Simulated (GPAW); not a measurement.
# Quasiparticle gap of ZrSe3 (P2_1/m) in GPAW, part 2 of 2

Wanted: ground state, empty states, screening and self-energy for ZrSe3 (P2_1/m).

GPAW 26.7.0; LDA and many-body steps on it, plane waves. Known limits of the many-body steps: not at the basis limit; no spin-orbit coupling; coarse k mesh.

So far. Step 3 (Bands along the symmetry lines): The gap is 0.286 eV, −0.005 eV from the run before at this level. Step 4 (Empty states on the mesh, 4×4×2 mesh, 262 bands): On this mesh the gap is 0.308 eV.

**5. Screening and self-energy, 4×4×2 mesh, 252 bands, screening to 70 eV**

G0W0 replaces the xc potential by the self-energy, built once from these orbitals. Only a window of levels is corrected, while the sums run over the empty bands that the input names.

This step: G0W0 on LDA, plane waves, PAW.

run.py reads:

```python
import json
import numpy as np
from gpaw.mpi import world
from gpaw.response.g0w0 import G0W0

gw = G0W0('full.gpw',
    filename='gw',
    kpts=[0, 1, 14],
    bands=(28, 32),
    ecut=70,
    nbands=252,
    integrate_gamma='WS',
    ppa=True)
gw.calculate()
res = {mode: {k: v for k, v in r.items() if k != 'sigma_eskwn'}
       for mode, r in gw.all_results.items()}

if world.rank == 0:
    with open('result.json', 'w') as f:
        json.dump(res, f, default=lambda x: x.tolist())
```

Launch:

```console
mpirun -n 8 gpaw python run.py
```

Numbers of over 12 decimals in the logs are rounded to 6 here.

The program printed:

```text
Using integrator: PointIntegrator
FrequencyGridDescriptor(from 0.000+0.000j to 0.000+27.211j eV, 2 points)
Nonperiodic BCs:  [False False False]
Using integrator: PointIntegrator
FrequencyGridDescriptor(from 0.000+0.000j to 0.000+27.211j eV, 2 points)
Nonperiodic BCs:  [False False False]
  ___  _ _ _
 |   || | | |
 | | || | | |
 |__ ||_____|
 |___|

BZ k-points: Symmetries present (total): 2

  [... matrices ...]
32 k-points: 4 x 4 x 2 Monkhorst-Pack grid + [1/8,1/8,1/4]
20 k-points in the irreducible part of the Brillouin zone
       k-points in crystal coordinates                weights
   0:     0.00000000    0.00000000    0.00000000          1/32
   1:     0.00000000    0.00000000    0.50000000          1/32
   2:     0.00000000    0.25000000    0.00000000          2/32
   3:     0.00000000    0.25000000    0.50000000          2/32
   4:     0.00000000    0.50000000    0.00000000          1/32
   5:     0.00000000    0.50000000    0.50000000          1/32
   6:     0.25000000   -0.25000000    0.00000000          2/32
   7:     0.25000000   -0.25000000    0.50000000          2/32
   8:     0.25000000    0.00000000    0.00000000          2/32
   9:     0.25000000    0.00000000    0.50000000          2/32
          ...
  19:     0.50000000    0.50000000    0.50000000          1/32

Distributing spins, k-points and bands (1 x 3 x 4) over 8 processes
Number of blocks: 1

Quasi particle states:
k-points (IBZ indices): [0, 1, 14]
Band range: (28, 32)
  [... matrices ...]
Computational parameters:
Plane wave cut-off: 70 eV
Number of bands: 252
Coulomb cutoff: None
Broadening: 0.1 eV

fxc modes: GW
Kernel: RPA
Using Godby-Needs plasmon-pole approximation:
  Fitting energy: i*E0, E0 = 1.000 Hartree
Summing all q:

Calculating screened Coulomb potential
No Coulomb truncation
FrequencyGridDescriptor(from 0.000+0.000j to 0.000+27.211j eV, 2 points)
Removing empty qpoint cache files...

Calculating chi0 body with:
    Ground state adapter containing:
    Number of spins: 1
    Number of kpoints: 32
    Number of irreducible kpoints: 20
    Number of completely occupied states: 30
    Number of partially occupied states: 30
    Occupied states memory: 11.865234375 M / cpu

    Linear response parametrization:
    q_c: [0.0, 0.0, 0.0]
    Number of frequency points: 2
    Planewave cutoff: 70.0
    Number of bands: 252
    Number of planewaves: 261
    Broadening (eta): 1e-06
    comm.size: 8
    kncomm.size: 8
    blockcomm.size: 1

    Memory estimate of potentially large arrays:
        chi0_wGG: 2.078888 M / cpu
Integrating chi0 body.

Symmetries of q_c:
    Direct symmetries (Uq -> q): 2
    Indirect symmetries (TUq -> q): 0
In total 2 allowed symmetries.

  [... matrices ...]
20 groups of equivalent kpoints. 37.5% reduction.

Integral kind: response function
Integrating chi0 head and wings.

Symmetries of q_c:
    Direct symmetries (Uq -> q): 2
    Indirect symmetries (TUq -> q): 0
In total 2 allowed symmetries.

  [... matrices ...]
20 groups of equivalent kpoints. 37.5% reduction.

Integral kind: response function wings

Calculating chi0 body with:
    Ground state adapter containing:
    Number of spins: 1
    Number of kpoints: 32
    Number of irreducible kpoints: 20
    Number of completely occupied states: 30
    Number of partially occupied states: 30
    Occupied states memory: 11.865234375 M / cpu

    Linear response parametrization:
[... the further q-points ...]

Results:
f:      Occupation numbers
eps:     KS-eigenvalues [eV]
vxc:     KS vxc [eV]
exx:     Exact exchange [eV]
sigma:   Self-energies [eV]
dsigma:  Self-energy derivatives
Z:       Renormalization factors
qp:      QP-energies [eV]

k-point 0 (0): (0.000, 0.000, 0.000)                GW
band       f     eps     vxc     exx   sigma  dsigma       Z      qp
                                                                   GW
  28   1.000   5.994 -16.161 -17.293   1.401  -0.264   0.791   6.206
  29   1.000   6.112 -16.287 -18.014   1.884  -0.265   0.790   6.236
  30   0.000   6.759 -14.714  -9.880  -3.780  -0.263   0.792   7.594
  31   0.000   7.127 -15.443  -9.911  -4.246  -0.270   0.787   8.140

k-point 1 (1): (0.000, 0.000, 0.500)                GW
band       f     eps     vxc     exx   sigma  dsigma       Z      qp
                                                                   GW
  28   1.000   5.965 -16.099 -17.263   1.420  -0.264   0.791   6.168
  29   1.000   6.016 -16.157 -17.871   1.872  -0.266   0.790   6.141
  30   0.000   6.600 -14.560  -9.474  -3.981  -0.262   0.792   7.477
  31   0.000   7.294 -15.564 -10.103  -4.195  -0.271   0.787   8.291

k-point 2 (14): (0.500, 0.000, 0.000)                GW
band       f     eps     vxc     exx   sigma  dsigma       Z      qp
                                                                   GW
  28   1.000   5.746 -15.976 -17.785   1.893  -0.267   0.789   5.813
  29   1.000   5.818 -16.058 -17.779   1.828  -0.266   0.790   5.903
  30   0.000   6.419 -15.009 -11.759  -2.352  -0.262   0.792   7.131
  31   0.000   6.759 -15.332 -11.698  -2.618  -0.263   0.792   7.563
```

The job ended after 5.8 min (8 MPI ranks of Arm Neoverse V1, shared host; peak memory 3.8 GiB; 40 min of CPU time).

Numbers from this step:

| Item | Value |
| --- | --- |
| G0W0 gap on the points computed | 0.8951 eV |
| least direct G0W0 gap on the computed points | 1.228 eV |
| Z at the valence top | 0.7902 |
| Z at the conduction bottom | 0.7922 |
| starting gap on the mesh | 0.3077 eV |
| k of the valence top | 0, 0, 0 |
| k of the conduction bottom | 0.5, 0, 0 |

The gap on the mesh goes from 0.31 eV to 0.90 eV, a correction of +0.59 eV.

Limits: finite bands, cutoff and mesh; no spin-orbit coupling; coarse k mesh. v1 is the top filled band, c1 the lowest empty one. The levels before and after the correction (eV, zero at the valence-band top of each column):

```
           conduction bottom  valence top
Kohn-Sham               0.31         0.00
     G0W0               0.90         0.00
```

```
                  level  energy (eV)
Kohn-Sham          Γ v2       -0.118
Kohn-Sham          Γ v1        0.000
Kohn-Sham          Γ c1        0.647
Kohn-Sham          Γ c2        1.016
Kohn-Sham  (0.5 0 0) v2       -0.365
Kohn-Sham  (0.5 0 0) v1       -0.293
Kohn-Sham  (0.5 0 0) c1        0.308
Kohn-Sham  (0.5 0 0) c2        0.647
     G0W0          Γ v2       -0.030
     G0W0          Γ v1        0.000
     G0W0          Γ c1        1.358
     G0W0          Γ c2        1.904
     G0W0  (0.5 0 0) v2       -0.423
     G0W0  (0.5 0 0) v1       -0.333
     G0W0  (0.5 0 0) c1        0.895
     G0W0  (0.5 0 0) c2        1.327
```

**6. Where the time went**

Times are wall times on 8 MPI ranks of Arm Neoverse V1, shared host, good to a factor of about two.

```
                          step     time  share  memory (GiB)
                  ground state     94 s   12 %           1.7
bands along the symmetry lines  2.2 min   17 %           2.0
      empty states on the mesh  3.1 min   24 %           2.1
     screening and self-energy  5.8 min   46 %           3.8
```

**7. Summary of results**

| Property | Result |
| --- | --- |
| LDA gap | 0.29 eV, indirect |
| G0W0 gap on the mesh | 0.90 eV |
| G0W0 gap over the zone (rigid shift) | 0.87 eV |
| GW settings | 4×4×2 mesh, 252 bands, screening to 70 eV, Godby-Needs plasmon pole |
| known limits | not at the basis limit; no spin-orbit coupling; coarse k mesh |

G0W0 moves the gap on the mesh from 0.31 eV to 0.90 eV (+0.59 eV), with Z of 0.79 and 0.79 at the edges. The mesh misses the band edges by 0.02 eV in all; a rigid shift gives 0.87 eV for the zone. Only 3 of the mesh's irreducible points were corrected, so a valley elsewhere could overtake. The dearest step here is «screening and self-energy». Bands and cutoff are finite, so the gap is not at the basis limit. The miss can reach some tenths of an eV and take either sign; the mesh is an error of its own. These stock PAW sets were not made for GW; the filled d or f shell of Se lies in the frozen core, which bears on start and correction. In the G0W0 run levels were corrected at 3 k points alone, so a gap called «on the mesh» is the least over those, and an edge elsewhere would be missed. The 4×4×2 mesh is coarse for this cell, which bears on the long-range parts of exchange and screening. The many-body steps are scalar-relativistic: spin-orbit coupling is not in them.

[Paths, hosts, dates, memory and timing lines, banners, echoed tables and standing remarks are left out of the program output.]

[Logs are printed without paths, hosts, clocks, repeated set-up lines and the standing remarks that a program may print on its own settings, such as how far it seeks lower states.]

[Runs of the session that timed out or met a known fault of the program may be left out.]

[Hosts, paths, dates, database ids (printed as entryN), source tags and the programs' standing remarks are cut or masked in the printed files.]
